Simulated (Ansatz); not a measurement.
# Ca on Cu(111): change of the work function

How does one ordered layer of Ca (fcc site) change the work function of Cu(111), and what dipole does each adsorbate carry?

Calculated with Ansatz 0.2.0; plane-wave DFT, PBE, Ansatz PAW.

## 1. The structure

The cell holds 4 atoms: 4 Cu. Its edges and angles: a = 2.553 Å, b = 2.553 Å, c = 24.253 Å, α = 90.0°, β = 90.0°, γ = 60.0°. Vacuum lies along c.

## 2. The clean slab

The bare slab comes first, as the zero from which every change is counted. The two lowest layers are held at bulk places and the upper ones relax. The dipole correction removes the false field that a one-sided slab makes across the periodic vacuum, so each face gets a flat vacuum level of its own.

input.yaml

```yaml
crystal:
  lattice:
    - [2.5526554801, 0.0, 0.0]
    - [1.27632774, 2.2106644929, 0.0]
    - [0.0, 0.0, 24.2527034153]
  atoms:
    - { symbol: Cu, position: [0.0, 0.0, 0.3710926508] }
    - { symbol: Cu, position: [0.3333333333, 0.3333333333, 0.4570308836] }
    - { symbol: Cu, position: [0.6666666667, 0.6666666667, 0.5429691164] }
    - { symbol: Cu, position: [0.0, 0.0, 0.6289073492] }
kpoints:
  mp_grid: { grid: [12, 12, 1] }
hamiltonian:
  xc: pbe
scf:
  occupations: { method: fermi_dirac, width: 0.1 }
  convergence: { dr2_threshold: 1.0e-08 }
efield:
  axis: 3
  dipole_correction: true
  ramp_position: 0.97
  ramp_width: 0.06
relax:
  f_tol: 0.02
  max_steps: 60
  constraints: [{ sites: [0, 1] }]
output:
  write_potential: true
  write_density: true
  volumetric_format: npy
```

Command:

```sh
ansatz run input.yaml --threads 4 --pin off --max-ram 6144MiB --backend cpu --events-out ev --progress --plain --runs-dir out
```

Log:

```text
Engine: ansatz 0.2.0, aarch64-unknown-linux-gnu
Pseudopotentials: kind: paw
Pseudopotential: Cu, paw, valence charge 19, recommended cutoff 420 eV (normal), Cu.paw.azcp
Functional definition: PBE
  parameter kappa = 0.804
  parameter beta = 0.066725
  exchange = pbe_x(kappa = kappa, mu = beta*pi^2/3)
  correlation = pbe_c(beta = beta)
Crystal: 4 atoms, lattice volume = 136.860 Å³
Basis set: ecut = 420 eV, 2739 PW (Γ), exchange–correlation on 36×36×360 points (8 copies of the dense FFT grid, shifted against one another)
Bands: 46, of which v1, the nominal top of the filled ones, is band 38 counted from 1 (37 counted from 0)
Symmetry: 6 space group operations
k-points: 19 of 144 (time reversal used)
Non-local potential: Cu, projectors of the file, l = 0: 3, l = 1: 2, l = 2: 3, l = 3: 1
PAW form: soft (Blöchl's): semilocal exchange-correlation on the pseudo side does not see the compensation charge
PAW one-centre angular grid: Cu, 590 points (default); XC on 64 Gauss nodes
Initial density: superposition of atomic densities (neutral atoms: chi_scale 0, normalization atom), corrected by the library's trained network
Initial wavefunctions: pseudopotential atomic-orbital guess
Functional: x = pbe(κ = 0.804, μ = 0.219515), c = pbe(β = 0.066725)
SCF iter   1: F=—  HF=-26499.782585 eV  |F-HF|=—  |Δ(HF+E_count)|=         —  Δρ=1.47e-3  dr2=6.66e-3  ethr=1.77e-3  p=0.000 e·Å  D=5.28e-14 V/Å  ΔV_dip=-0.00 eV  dr2_dipole=2.85e-8  V_vac-E_F(+/−)=4.73/4.73 eV  ⟨swp⟩=8.5  Hψ=3842  notcnv=0  defer=14
efield: sawtooth ramp at fractional position 0.9700 (set: `efield.ramp_position`, or a place that a band, a saddle search or an elastic batch's reference lends), width 0.0600; the density the first Hamiltonian is built on has a dipole p = 0.000 e·Å; the dipole correction subtracts the counter field D = 5.28e-14 V/Å, which shifts the + side's vacuum level by -0.00 eV against the − side's; the planar-averaged density in the ramp window peaks in size at 4.1e-5 e/Å³
preconditioner: auto → LDOS  [insulator: Δε(μ)=0.354 eV  Ē_g=8.430 eV  σ=0.100 eV  W_gap=0.62  n_scr=18 (ndim 8)  ℏωp=21.1 eV  f_vac=0.614  D(μ)=1.13/eV (n_scr^D=8)  ε∞_Penn≈7.2  β→1.0]
SCF iter   2: F=—  HF=-26499.789730 eV  |F-HF|=—  |Δ(HF+E_count)|=   7.15e-3  Δρ=2.64e-3  dr2=1.12e-2  ethr=8.77e-6  p=0.000 e·Å  D=7.48e-6 V/Å  ΔV_dip=-0.00 eV  dr2_dipole=6.78e-8  V_vac-E_F(+/−)=4.82/4.82 eV  ⟨swp⟩=2.9  Hψ=2151  notcnv=0  defer=27
SCF iter   3: F=—  HF=-26499.788157 eV  |F-HF|=—  |Δ(HF+E_count)|=   1.57e-3  Δρ=2.15e-3  dr2=3.58e-3  ethr=8.77e-6  p=-0.000 e·Å  D=-6.60e-6 V/Å  ΔV_dip=0.00 eV  dr2_dipole=3.87e-9  V_vac-E_F(+/−)=4.78/4.78 eV  ⟨swp⟩=2.0  Hψ=1532  notcnv=0  defer=27
SCF iter   4: F=—  HF=-26499.787332 eV  |F-HF|=—  |Δ(HF+E_count)|=   8.24e-4  Δρ=2.43e-4  dr2=1.31e-4  ethr=4.72e-6  p=-0.000 e·Å  D=-1.36e-6 V/Å  ΔV_dip=0.00 eV  dr2_dipole=1.44e-9  V_vac-E_F(+/−)=4.77/4.77 eV  ⟨swp⟩=2.0  Hψ=1282  notcnv=0  defer=27
SCF iter   5: F=—  HF=-26499.787315 eV  |F-HF|=—  |Δ(HF+E_count)|=   1.71e-5  Δρ=1.75e-4  dr2=3.18e-5  ethr=1.73e-7  p=-0.000 e·Å  D=-7.63e-8 V/Å  ΔV_dip=0.00 eV  dr2_dipole=4.91e-13  V_vac-E_F(+/−)=4.78/4.78 eV  ⟨swp⟩=2.1  Hψ=1339  notcnv=0  defer=27
SCF iter   6: F=—  HF=-26499.787332 eV  |F-HF|=—  |Δ(HF+E_count)|=   1.71e-5  Δρ=1.60e-4  dr2=2.49e-5  ethr=4.18e-8  p=0.000 e·Å  D=1.03e-7 V/Å  ΔV_dip=-0.00 eV  dr2_dipole=2.58e-12  V_vac-E_F(+/−)=4.78/4.78 eV  ⟨swp⟩=2.3  Hψ=1426  notcnv=0  defer=27
SCF iter   7: F=—  HF=-26499.787333 eV  |F-HF|=—  |Δ(HF+E_count)|=   5.61e-7  Δρ=5.82e-5  dr2=3.29e-6  ethr=3.27e-8  p=0.000 e·Å  D=6.31e-8 V/Å  ΔV_dip=-0.00 eV  dr2_dipole=1.99e-12  V_vac-E_F(+/−)=4.78/4.78 eV  ⟨swp⟩=2.3  Hψ=1131  notcnv=0  defer=27
SCF iter   8: F=—  HF=-26499.787328 eV  |F-HF|=—  |Δ(HF+E_count)|=   4.62e-6  Δρ=1.25e-5  dr2=1.97e-7  ethr=4.33e-9  p=-0.000 e·Å  D=-1.65e-8 V/Å  ΔV_dip=0.00 eV  dr2_dipole=1.97e-13  V_vac-E_F(+/−)=4.78/4.78 eV  ⟨swp⟩=2.1  Hψ=1227  notcnv=0  defer=27
SCF iter   9: F=-26499.787329 eV  HF=-26499.787329 eV  |F-HF|=4.40e-9  |Δ(HF+E_count)|=   1.91e-7  Δρ=2.14e-6  dr2=4.91e-9  ethr=1.32e-11  p=0.000 e·Å  D=1.41e-7 V/Å  ΔV_dip=-0.00 eV  dr2_dipole=3.27e-12  V_vac-E_F(+/−)=4.79/4.79 eV  ⟨swp⟩=8.3  Hψ=6785  notcnv=0
SCF 1 converged in 9 iterations: F = -26499.787329 eV  dr2 = 4.91e-9
  greatest PAW one-centre occupation: 1.000 electrons in one spin orbital (limit 2), on the Cu atom at site 3 (counted from 0), in its partial waves of l = 0
relax step   1: F+E_penalty+E_count = -26499.78732861 eV  Δ(F+E_penalty+E_count) = +0.000e0 eV  max|allowed force component| = 1.263e-2 eV/Å  Δτ_max = 0.0000 Å  (9 SCF iters, accepted)
NSCF: frozen V_eff on 19 k-points
the band table was solved once a step of the walk had ended and its energy, with any forces and stress, was formed, with the checks that follow a solve (4566 applications of the Hamiltonian). They found nothing against the state; the energy, forces and stress were not computed again (output.eigenvalues in the input reference)
WARN: The input density's exchange-correlation potential varies sharply where the density is thin. Do not read a vacuum level from v_tot or v_xc, or from such a field of the output density. On a cell that repeats whose density bears no net charge and no dipole along the vacuum's axis use v_es (v_loc + v_h of the components); under efield.dipole_correction with no amplitude use v_es + v_field, which holds any external [...]
SCF converged after 9 iterations
Free energy (F): -26499.787329 eV
Harris-Foulkes:  -26499.787329 eV  (|F-HF|=4.40e-9)
Internal energy: -26499.748950 eV  (E = F + TS)
E sigma→0 (E₀):  -26499.768139 eV
Entropy (-TS):   -0.038378 eV (-9.595 meV/atom)
Fermi energy:    2.702448 eV
Dipole field:    D = -0.000003 V/Å  (p = -0.000002 e·Å, saw-weighted, corrected)
Work function:   Φ+ = 4.7859 eV   Φ− = 4.7858 eV
Levels:          The Fermi level and band energies are counted from a zero that moves with the ramp; work functions are not
--- Per-component energies (eV) ---
  E_band       = -2495.104472
  E_kinetic    = 1198.592197
  E_local      = -181627.940557  (includes V_loc(G=0)·N_el)
  E_nonlocal   = 1563.718188
  E_hartree    = 89322.477451
  E_xc         = -355.976174
  E_vxc        = -459.154348  (∫ρ·V_xc dr)
  E_paw        = -6655.772125  (= ΣΔE_a)
  E_vpaw       = -1815.295425  (= ΣTr[D̂ρ^β])
  E_aug_tail   = 0.001085  (compensation charges beyond the density's cutoff)
  E_efield     = 0.000000  (sawtooth field / dipole correction)
  E_vefield    = 0.000000  (∫n·V_field dr)
  E_ewald      = 70055.150985
  E_smearing   = -0.038378  (= −TS)
  E_closure    = -0.000000  (closes the sum)
  Σ components = -26499.787329   (vs F -26499.787329, Δ=0.00e0)
--- Forces (eV/Å), atoms counted from 1 ---
  atom   1  Cu     0.00000000     0.00000000     0.01262860
  atom   2  Cu     0.00000000     0.00000000     0.00864278
  atom   3  Cu    -0.00000000     0.00000000    -0.00864300
  atom   4  Cu    -0.00000000    -0.00000000    -0.01263042
  max |Σ_I F_I| component: 2.04e-6 eV/Å
--- Band table (eV; the first three rows and the last of 19) ---
  k-point 0: bands = [... 34 lower, 0.7015, 0.9883, 0.9883, 1.1278, 1.1278, 1.4792, 2.4508, 6.9317, ... 4 higher]
  k-point 1: bands = [... 34 lower, 0.7069, 0.7722, 0.9591, 0.9858, 1.1309, 1.9111, 3.0010, 7.1104, ... 4 higher]
  k-point 2: bands = [... 34 lower, 0.6428, 0.7099, 0.9780, 1.1384, 1.2113, 2.6414, 4.1277, 7.6456, ... 4 higher]
  k-point 18: bands = [... 34 lower, 1.0442, 1.0505, 6.1270, 6.3749, 6.3749, 7.1516, 7.1516, 7.9011, ... 4 higher]
--- Relaxed structure (1 steps of the walk, 1 accepted, 0 SCFs on fresh bases) ---
  F+E_penalty+E_count = -26499.78732861 eV   max|allowed force component| = 1.263e-2 eV/Å
  atoms:
    - { symbol: Cu, position: [0.0, 0.0, 0.3710926508] }
    - { symbol: Cu, position: [0.333333, 0.333333, 0.4570308836] }
    - { symbol: Cu, position: [0.666667, 0.666667, 0.5429691164] }
    - { symbol: Cu, position: [0.0, 0.0, 0.6289073492] }
```

It took 7.8 s on 4 threads of Arm Neoverse N1, shared host; peak memory 0.47 GiB; 29 s of CPU time.

In the SCF lines HF is the Harris–Foulkes energy and dr2 the Hartree energy of the density residual, in eV; the loop may stop once dr2 is under the threshold and the program's other checks hold. Hψ counts applications of the Hamiltonian.

No atom moved by 0.005 Å in the relaxation.

Read from the output:

```yaml
energy_at_zero_smearing: -26499.7681 eV
work_function_upper_face: 4.786 eV
dipole_along_the_normal: -2.12e-6 e·Å
```

Running mean over 2.084 Å of the planar mean; the ramp of the sawtooth is left out. Electron's electrostatic potential energy less the Fermi level against z:

z (Å), electron's electrostatic potential energy less the Fermi level (eV) and a bar from the least value:
```
      3.0       4.79 ##############################
      3.5       4.79 ##############################
      4.0       4.79 ##############################
      4.5       4.78 ##############################
      5.0       4.78 ##############################
      5.5       4.77 ##############################
      6.0       4.73 ##############################
      6.5       4.60 ##############################
      7.0       4.11 #############################
      7.5       2.00 ########################
      8.0      -2.75 #############
      8.5      -7.12 ####
      9.0      -8.54 #
      9.5      -8.74 
     10.0      -8.78 
     10.5      -8.81 
     11.0      -8.83 
     11.5      -8.82 
     12.0      -8.81 
     12.5      -8.81 
     13.0      -8.82 
     13.5      -8.82 
     14.0      -8.79 
     14.5      -8.76 
     15.0      -8.69 
     15.5      -8.16 #
     16.0      -5.25 ########
     16.5      -0.20 ###################
     17.0       3.41 ###########################
     17.5       4.43 #############################
     18.0       4.68 ##############################
     18.5       4.76 ##############################
     19.0       4.78 ##############################
     19.5       4.78 ##############################
     20.0       4.79 ##############################
     20.5       4.79 ##############################
     21.0       4.79 ##############################
```

The work function of the upper face is 4.79 eV.

(Continued in part 2 of 3.)

[Long decimals in the printed logs are rounded to 6 places.]

[Logs are printed without paths, hosts, clocks, repeated set-up lines and the standing remarks that a program may print on its own settings, such as how far it seeks lower states.]

[Hosts, paths, dates, database ids (printed as entryN), source tags and the programs' standing remarks are cut or masked in the printed files.]

[Maps of the electrostatic potential energy from Ansatz leave out the sawtooth potential of an applied field or a dipole correction, so their vacuum need not be flat; planar profiles and work functions include it.]
